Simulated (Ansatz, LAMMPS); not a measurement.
## Amorphous poly(propylene oxide) (as short chains C35O12H72) at 340 K (238 atoms): a single point

Aim: energy, forces, charges and density of states of amorphous poly(propylene oxide) (as short chains C35O12H72) at 340 K (238 atoms) at a fixed geometry.

Main program and level: Ansatz 0.2.0; Kohn-Sham DFT, LDA, PAW (set soft_2), plane waves.

## 1. Set-up

The cell holds 238 atoms: 70 C, 24 O and 144 H. Cell: a = 13.295 Å, b = 13.295 Å, c = 13.295 Å, α = 90.0°, β = 90.0°, γ = 90.0°. 2 poly(propylene oxide) chains of 11 units with methyl end groups placed at random, at 0.968 g/cm³; overlaps pushed apart, then 20 ps at 800 K with MMFF94 bonds, angles, torsions, charges and radii (Halgren, J. Comput. Chem. 17, 490 (1996)) in harmonic and 12-6 forms. Snapshot after 30 ps at 340 K and fixed volume.

Limits known from the start: The network of contacts between molecules at the start is that of the classical potential that made the cell, and needn't be the one that DFT or experiment would give. The functional has no dispersion term, which matters for the binding between molecules or layers, where LDA binds through overlap of densities alone. The density was typed from a rule of thumb and may lie off the real one at this temperature. Sampling is at Γ alone, for a cell whose shortest periodic width is 13 Å.

## 2. The classical run that made the cell

A classical potential makes the cell, at a small fraction of what the same run would cost in DFT.

This step: classical MD, MMFF94 bonds, angles, torsions, charges and radii (Halgren, J. Comput. Chem. 17, 490 (1996)) in harmonic and 12-6 forms; charges of ions scaled by 0.8 (LAMMPS 22 Jul 2025 - Update 4).

Contents of in.lmp:

```
# amorphous poly(propylene oxide)
units real
atom_style full
boundary p p p
bond_style harmonic
angle_style harmonic
dihedral_style opls
improper_style harmonic
special_bonds lj 0 0 0.5 coul 0 0 0.75
read_data data.lmp
neigh_modify delay 0 every 1 check yes one 4000
comm_modify cutoff 12.0
timestep 0.5
thermo_style custom step time temp pe press density
thermo_modify norm yes
# push overlapping molecules apart
pair_style soft 2.6
pair_coeff * * 0.0
variable a equal ramp(1,60)
fix ad all adapt 1 pair soft a * * v_a
velocity all create 800 865062 mom yes dist gaussian
fix lim all nve/limit 0.03
fix lan all langevin 800 800 50 865063 zero yes
thermo 1000
run 3000 post no
unfix ad
pair_style lj/cut/coul/long 9.0
pair_modify mix arithmetic tail yes
pair_coeff 1 1 0.0678 3.3680   # C
pair_coeff 2 2 0.0763 3.0430   # O
pair_coeff 3 3 0.0216 2.5400   # H
kspace_style pppm 1.0e-4
thermo 100
minimize 1e-5 1e-3 300 3000
# [... 15 lines left out ...]
compute msd all msd com yes
thermo 7500
fix md all nvt temp 340 340 100
run 30000 post no
print "== T340: mean square displacement over the hold $(c_msd[4]:%.2f) A^2"
unfix md
uncompute msd
write_dump all custom T340.dump id type xs ys zs modify sort id
```

The run is started by

```bash
lmp -in in.lmp -log none -nocite
```

Log:

```text
LAMMPS (22 Jul 2025 - Update 4)
Reading data file ...
  orthogonal box = (0 0 0) to (13.29497 13.29497 13.29497)
  238 atoms
  orthogonal box = (0 0 0) to (13.29497 13.29497 13.29497)
  236 bonds
  444 angles
  540 dihedrals
   Step          Time           Temp          PotEng         Press         Density
         0   0              800            1.1982489     -3061.2783      0.96799966
      1000   500            662.88833      3.2915095      31077.077      0.96799966
      2000   1000           569.43396      3.4220279      42295.373      0.96799966
      3000   1500           616.16434      3.4847447      36323.338      0.96799966
Loop time of 0.535122 s on 1 MPI rank(s) for 3000 steps with 238 atoms
PPPM initialization ...
  G vector (1/distance) = 0.26960084
  grid = 6 6 6
  estimated relative force accuracy = 3.9473832e-05
   Step          Time           Temp          PotEng         Press         Density
      3000   1500           616.16434      3.8007126     -4338.2568      0.96799966
      3100   1550           616.16434      1.7939276      9926.7623      0.96799966
      3200   1600           616.16434      1.747895       10495.755      0.96799966
      3300   1650           616.16434      1.7072414      9849.721       0.96799966
Loop time of 0.667901 s on 1 MPI rank(s) for 300 steps with 238 atoms
[... 2 lines left out ...]
  Energy initial, next-to-last, final =
      3.80071257968896   1.70741133584975   1.70724141895837
  Force two-norm initial, final = 774.85148 7.0545504
  Iterations, force evaluations = 300 600
   Step          Time           Temp          PotEng         Press         Density
         0   0              800            1.7072414      12376.011      0.96799966
      1000   500            654.68604      3.520458       10758.432      0.96799966
      2000   1000           610.07985      3.4273465      1509.029       0.96799966
Loop time of 1.62361 s on 1 MPI rank(s) for 2000 steps with 238 atoms
   Step          Time           Temp          PotEng         Press         Density
      2000   1000           610.07985      3.4273465      1509.029       0.96799966
[... 5 lines left out ...]
Loop time of 18.4108 s on 1 MPI rank(s) for 20000 steps with 238 atoms
   Step          Time           Temp          PotEng         Press         Density
[... 4 lines left out ...]
Loop time of 17.8879 s on 1 MPI rank(s) for 20000 steps with 238 atoms
   Step          Time           Temp          PotEng         Press         Density
[... 2 lines left out ...]
     52500   51500          343.89531      2.5801185      3454.9796      0.96799966
     60000   59000          369.07413      2.6509561      1790.7983      0.96799966
     67500   66500          352.39788      2.5862721     -2084.2448      0.96799966
     72000   71000          367.3239       2.4862613     -283.04909      0.96799966
Loop time of 26.0918 s on 1 MPI rank(s) for 30000 steps with 238 atoms
== T340: mean square displacement over the hold 6.25 A^2
```

Wall time 65 s (1 thread of Arm Neoverse V2, shared host); peak memory 0.13 GiB.

The input also reads data.lmp (atoms, bonds and types; not printed here).

## 3. Plane-wave single point

The electrons are solved once, with the atoms held.

Contents of input.yaml:

```yaml
crystal:
  lattice:
    - [13.29497, 0.0, 0.0]
    - [0.0, 13.29497, 0.0]
    - [0.0, 0.0, 13.29497]
  atoms:
    - { symbol: C, position: [0.54012, 0.72902, 0.90241] }
    - { symbol: O, position: [0.59588, 0.81927, 0.89108] }
    - { symbol: C, position: [0.70197, 0.8016, 0.87361] }
    - { symbol: C, position: [0.75957, 0.88524, 0.82446] }
    - { symbol: C, position: [0.72559, 0.91578, 0.72281] }
    - { symbol: O, position: [0.86639, 0.86058, 0.82714] }
    - { symbol: C, position: [0.90213, 0.81494, 0.73453] }
    - { symbol: C, position: [0.99851, 0.75153, 0.7561] }
    - { symbol: C, position: [0.985, 0.67506, 0.84112] }
    - { symbol: O, position: [0.01422, 0.68742, 0.67239] }
    - { symbol: C, position: [0.05495, 0.74129, 0.58983] }
    - { symbol: C, position: [0.01205, 0.69419, 0.49266] }
    - { symbol: C, position: [0.05846, 0.74914, 0.4104] }
    - { symbol: O, position: [0.03027, 0.58891, 0.47974] }
    - { symbol: C, position: [0.9713, 0.5291, 0.54255] }
    - { symbol: C, position: [0.94636, 0.4269, 0.4956] }
    - { symbol: C, position: [0.90026, 0.43741, 0.39471] }
    - { symbol: O, position: [0.87135, 0.38221, 0.55708] }
    - { symbol: C, position: [0.91374, 0.3196, 0.63466] }
    - { symbol: C, position: [0.90426, 0.21552, 0.5943] }
    - { symbol: C, position: [0.92365, 0.15036, 0.68954] }
    - { symbol: O, position: [0.98169, 0.20334, 0.52085] }
    - { symbol: C, position: [0.96477, 0.11295, 0.46238] }
    - { symbol: C, position: [0.9976, 0.1255, 0.35336] }
    - { symbol: C, position: [0.95764, 0.03309, 0.30433] }
    - { symbol: O, position: [0.11056, 0.12602, 0.34599] }
    - { symbol: C, position: [0.15798, 0.21747, 0.38673] }
    - { symbol: C, position: [0.26979, 0.2036, 0.36082] }
    - { symbol: C, position: [0.32224, 0.12708, 0.42764] }
    - { symbol: O, position: [0.31571, 0.29872, 0.37083] }
    - { symbol: C, position: [0.30552, 0.36569, 0.28957] }
    - { symbol: C, position: [0.31777, 0.47289, 0.33012] }
    [... 200 atom lines left out ...]
    - { symbol: H, position: [0.57083, 0.03702, 0.20271] }
    - { symbol: H, position: [0.46831, 0.02065, 0.11943] }
    - { symbol: H, position: [0.44308, 0.07895, 0.2428] }
    - { symbol: H, position: [0.7519, 0.24235, 0.06856] }
    - { symbol: H, position: [0.63022, 0.31021, 0.05337] }
    - { symbol: H, position: [0.68332, 0.28575, 0.17628] }
kpoints:
  mp_grid: { grid: [1, 1, 1] }
hamiltonian:
  xc: lda
scf:
  occupations: { method: fermi_dirac, width: 0.025 }
output:
  forces: true
  stress: true
  populations: intrinsic
  dos:
    method: { smearing: { sigma: 0.15 } }
    de: 0.1
    projected: { site_lists: { C: [C], H: [H], O: [O] } }
  eigenvalues: true
  write_density: true
  write_potential: true
  volumetric_format: npy
```

The run is started by

```bash
ansatz run input.yaml --threads 8 --pin off --max-ram 15872MiB --backend cpu --events-out ev --progress --plain --runs-dir out
```

Log:

```text
Engine: ansatz 0.2.0, aarch64-unknown-linux-gnu
Pseudopotentials: kind: paw
Pseudopotential: C, paw, valence charge 4, recommended cutoff 420 eV (normal), C.paw.azcp
Pseudopotential: O, paw, valence charge 6, recommended cutoff 420 eV (normal), O.paw.azcp
Pseudopotential: H, paw, valence charge 1, recommended cutoff 420 eV (normal), H.paw.azcp
[... 3 lines on functional and potentials left out ...]
Crystal: 238 atoms, lattice volume = 2349.969 Å³
Basis set: ecut = 420 eV, 45961 PW (Γ)
Bands: 522, of which v1, the nominal top of the filled ones, is band 284 counted from 1 (283 counted from 0)
Symmetry: 1 space group operations
Space group: P1 (ITA 1), of the structure as read, at distance tolerance 1.3e-4 Å
k-points: 1
[... 9 lines on functional and potentials left out ...]
Initial density: superposition of atomic densities (neutral atoms: chi_scale 0, normalization atom), corrected by the library's trained network
Initial wavefunctions: pseudopotential atomic-orbital guess
Functional: x = slater, c = lda
SCF iter   1: F=—  HF=-32572.899892 eV  |F-HF|=—  |Δ(HF+E_count)|=         —  Δρ=9.76e-3  dr2=1.72e0  ethr=1.77e-3  ⟨swp⟩=6.0  Hψ=2391  notcnv=0  defer=50
preconditioner: auto → Resta (q_TF=auto, 2.153 Å⁻¹)  ε∞=2.3  [insulator: Δε(μ)=4.110 eV  Ē_g=15.826 eV  σ=0.025 eV  W_gap=1.00  n_scr=388 (ndim 8)  ℏωp=18.3 eV  f_vac=0.255  D(μ)=0.00/eV (n_scr^D=0)  ε∞_Penn≈2.3]
SCF iter   2: F=—  HF=-32572.427302 eV  |F-HF|=—  |Δ(HF+E_count)|=   4.73e-1  Δρ=4.20e-3  dr2=3.31e-1  ethr=3.03e-4  ⟨swp⟩=3.0  Hψ=891  notcnv=0  defer=231
SCF iter   3: F=—  HF=-32572.353473 eV  |F-HF|=—  |Δ(HF+E_count)|=   7.38e-2  Δρ=1.83e-3  dr2=6.57e-2  ethr=5.83e-5  ⟨swp⟩=3.0  Hψ=583  notcnv=0  defer=231
SCF iter   4: F=—  HF=-32572.344612 eV  |F-HF|=—  |Δ(HF+E_count)|=   8.86e-3  Δρ=5.01e-4  dr2=6.84e-3  ethr=1.16e-5  ⟨swp⟩=2.0  Hψ=582  notcnv=0  defer=231
SCF iter   5: F=—  HF=-32572.346486 eV  |F-HF|=—  |Δ(HF+E_count)|=   1.87e-3  Δρ=1.61e-4  dr2=9.70e-4  ethr=1.20e-6  ⟨swp⟩=2.0  Hψ=863  notcnv=0  defer=231
SCF iter   6: F=—  HF=-32572.347397 eV  |F-HF|=—  |Δ(HF+E_count)|=   9.12e-4  Δρ=9.47e-5  dr2=2.07e-4  ethr=1.71e-7  ⟨swp⟩=2.0  Hψ=575  notcnv=0  defer=231
SCF iter   7: F=—  HF=-32572.347507 eV  |F-HF|=—  |Δ(HF+E_count)|=   1.09e-4  Δρ=3.71e-5  dr2=3.09e-5  ethr=3.64e-8  ⟨swp⟩=2.0  Hψ=575  notcnv=0  defer=231
SCF iter   8: F=—  HF=-32572.347835 eV  |F-HF|=—  |Δ(HF+E_count)|=   3.28e-4  Δρ=9.49e-6  dr2=3.04e-6  ethr=5.44e-9  ⟨swp⟩=2.0  Hψ=575  notcnv=0  defer=231
SCF iter   9: F=—  HF=-32572.347840 eV  |F-HF|=—  |Δ(HF+E_count)|=   5.87e-6  Δρ=3.54e-6  dr2=4.10e-7  ethr=5.35e-10  ⟨swp⟩=2.0  Hψ=552  notcnv=0  defer=231
SCF iter  10: F=—  HF=-32572.347841 eV  |F-HF|=—  |Δ(HF+E_count)|=   7.46e-7  Δρ=2.55e-6  dr2=1.42e-7  ethr=1.76e-11  ⟨swp⟩=19.0  Hψ=4496  notcnv=0
SCF iter  11: F=-32572.347841 eV  HF=-32572.347841 eV  |F-HF|=1.84e-8  |Δ(HF+E_count)|=   5.25e-8  Δρ=7.02e-7  dr2=1.32e-8  ethr=1.76e-11  ⟨swp⟩=8.0  Hψ=2362  notcnv=0
SCF 1 converged in 11 iterations: F = -32572.347841 eV  dr2 = 1.32e-8
  greatest PAW one-centre occupation: 0.860 electrons in one spin orbital (limit 2), on the O atom at site 9 (counted from 0), in its partial waves of l = 0
SCF converged after 11 iterations
Free energy (F): -32572.347841 eV
Harris-Foulkes:  -32572.347841 eV  (|F-HF|=1.84e-8)
Internal energy: -32572.347841 eV  (E = F + TS)
E sigma→0 (E₀):  -32572.347841 eV
Fermi energy:    1.348404 eV
--- Per-component energies (eV) ---
  E_band       = -4516.803282
  E_kinetic    = 12532.418188
  E_local      = -48076.698511  (includes V_loc(G=0)·N_el)
  E_nonlocal   = 3406.328196
  E_hartree    = 18567.728972
  E_xc         = -6309.374293
  E_vxc        = -7997.511572  (∫ρ·V_xc dr)
  E_paw        = -10038.681317  (= ΣΔE_a)
  E_vpaw       = -1516.663980  (= ΣTr[D̂ρ^β])
  E_aug_tail   = -0.129345  (compensation charges beyond the density's cutoff)
  E_ewald      = -2660.664121
  E_core_change = 6.724391  (= ΣΔE_core)
  E_smearing   = -0.000000  (= −TS)
  E_closure    = 0.000000  (closes the sum)
  Σ components = -32572.347841   (vs F -32572.347841, Δ=0.00e0)
--- Forces (eV/Å), atoms counted from 1 ---
  atom   1  C      0.44853959     0.49325437     1.13530001
  atom   2  O      0.68867948     0.11127030    -0.25882956
  atom   3  C     -1.23929977    -0.22562486     1.01270355
  atom   4  C      1.30493314     1.61946127     1.06333661
  atom   5  C     -0.31298695    -0.75003997    -1.21966277
  atom   6  O     -0.71408890    -0.62041635    -0.81245572
  atom   7  C      0.20275027     0.00212885     1.54409993
  atom   8  C     -1.93207021    -1.79026198    -0.21011908
  atom   9  C     -0.02264923     0.21952892     0.39614527
  atom  10  O      0.16352978     1.45622274    -0.54108009
  atom  11  C     -0.46379142    -1.15700459    -0.55745997
  atom  12  C     -0.93828066     0.25194043     1.16074546
  atom  13  C      1.54432744     0.10393768     0.27735875
  atom  14  O     -0.47229685     1.43122978    -0.06266907
[...]
atom 237  H      0.51198599    -0.31449585     0.48511260
  atom 238  H      0.04685151     0.62160316     1.29971761
  max |Σ_I F_I| component: 1.06e-4 eV/Å
--- Stress (GPa, compression-positive) ---
       -0.634840      -0.296529       0.382352
       -0.296529      -1.940714       0.035000
        0.382352       0.035000       0.293888
  P = ⅓ Tr σ = -0.7606 GPa (-7.606 kbar)
--- Band table (eV) ---
  k-point 0: bands = ["-21.7822", "-21.6793", "-21.5910", "-21.5427", [... 506 levels ...], "10.8656", "10.8731", "10.8942", "10.9125", "10.9552", "10.9618", "10.9723", "11.0135", "11.0537", "11.0598", "11.1346", "11.1697"]
--- intrinsic populations: 238 sites ---
  site symbol       q [e]
     0      C      4.3006
     1      O      6.3975
     2      C      4.1496
[...]
237      H      0.8290
  spilling = 0.000000 (of n_electrons = 568.000000)
```

It took 29 s on 8 threads of Arm Neoverse V2, shared host; peak memory 3.1 GiB; 3.6 min of CPU time.

Numbers from this run:

```
free energy                                      : -32572.3478 eV
free energy per atom                             : -136.8586 eV/atom
SCF cycles                                       : 11
pressure                                         : -0.7606 GPa
r.m.s. force component                           : 0.8897 eV/Å
longest force                                    : 4.063 eV/Å
Fermi energy                                     : 1.348 eV
gap (highest filled to lowest empty level) : 3.995 eV
```

Length of the force by element:

```
element  coordination  atoms  mean length of the force (eV/Å)  spread  least  most
      C           all     70                             1.94   0.818  0.454  4.06
      H           all    144                            0.981   0.582  0.141  3.40
      O           all     24                             1.60   0.473  0.460  2.34
```

Intrinsic-atomic-orbital charges by element:

```
element  coordination  atoms  mean charge (e)  spread   least    most
      C           all     70           -0.218   0.245  -0.584  0.0811
      H           all    144            0.172   0.018   0.133   0.219
      O           all     24           -0.398  0.0135  -0.425  -0.369
```

States in the cell by windows of 1 eV, zero at the Fermi level; the larger projections on atomic orbitals stand beside the total:

```
from (eV)  to (eV)  total   C p   H s   O p   C s
      -18      -17    0.2   0.0   0.0   0.0   0.1
      -17      -16   22.5   2.8   3.6   2.6  12.7
      -16      -15   17.9   2.7   3.3   1.5   9.1
      -15      -14    7.6   1.1   1.8   0.8   3.7
      -14      -13   35.1   6.8   8.8   3.0  14.5
      -13      -12   12.7   2.3   3.6   0.9   5.0
      -12      -11   22.8   7.1   5.3   3.7   5.4
      -11      -10   21.2   7.2   5.4   2.7   4.6
      -10       -9   36.2  20.1   6.0   8.2   1.1
       -9       -8   44.5  25.4   7.4   9.5   1.2
       -8       -7   47.9  27.0   9.9   8.8   1.0
       -7       -6   61.4  35.8  16.7   6.9   0.8
       -6       -5   73.1  39.7  20.8  10.5   0.6
       -5       -4   57.1  24.1  13.5  16.8   0.5
       -4       -3   18.8   5.2   3.7   9.0   0.2
       -3       -2   39.0   6.2   5.9  25.8   0.4
       -2       -1    2.0   0.4   0.2   1.3   0.0
       -1        1    0.0   0.0   0.0   0.0   0.0
        1        2    0.8   0.1   0.3   0.0   0.2
        2        3   21.4   3.1   7.8   0.4   3.1
        3        4   46.2  10.4  13.5   1.5   4.3
        4        5   58.1  13.3  15.1   2.2   4.0
```

Between -24 and -18 eV lie 48 more states.

The levels nearest the highest filled one (over half full), pooled over k-points and spins:

```
level less the highest filled one (eV)  occupation
                                -0.441           2
                                -0.406           2
                                -0.366           2
                                -0.164           2
                               -0.0952           2
                                     0           2
                                  4.00           0
                                  4.31           0
                                  4.35           0
                                  4.41           0
                                  4.50           0
                                  4.59           0
```

Valence density in the bc plane at fractional x = 0.022, with atoms of O and C and H within 0.2 Å of it. It is the smooth field of the valence electrons, not physical close to the nuclei.

Ten steps, logarithmic in the rise over the least value, from '0' (0.0 e/Å³) to '9' (6.5 e/Å³), each cell a mean:
```
00124652112467765311000001111000000000
00012221113567766410000122332100000000
00000000012344443210001355543100000000
00000000000111111000002466654321000000
00000011000000000000001245556553200000
00001233210000000000000123466765310000
00011233210011100000000136776653210000
00001222111233210001110358996432110000
00000111111233210135432246876544310000
00000123321112111246643123566666521000
01222246753111233345555444566544310000
13554457763112564334578866676422100000
13555444432112554322479976676533110000
12345542211001222111256644566665421000
12346653210000001111112212456666521011
33456664310000001111000012454333210012
45444444310000000110000001222110000013
66432211100000111100112111111000000023
44210000000001233111233322233210000012
11111111111112344322345555566421000000
01344434444334455567655666665410000000
12467666665566655689964456653210000000
01356776555677643478753234542100000000
00135664323567542234321012221000000000
```
Columns run along b (13.3 Å), rows up along c (13.3 Å). Atoms in or near the plane, at fractional coordinates: O at (0.69, 0.67), C at (0.69, 0.49), O at (0.59, 0.48), O at (0.50, 0.08), C at (0.32, 0.06), C at (0.35, 0.95), C at (0.15, 0.06), H at (0.83, 0.59), H at (0.82, 0.40), H at (0.51, 0.61), H at (0.38, 0.49), H at (0.05, 0.49), H at (0.01, 0.25), H at (0.74, 0.17) and more.

[end of part 1 of 2]

[Logs are printed without paths, hosts, clocks, repeated set-up lines and the standing remarks that a program may print on its own settings, such as how far it seeks lower states.]

[Hosts, paths, dates, database ids (printed as entryN), source tags and the programs' standing remarks are cut or masked in the printed files.]

[The MMFF94 radii named for the starting cell were scaled by 0.96; in molecules described by MMFF94, hydrogen bound to N, O or S took a small fixed 12-6 site in their place.]
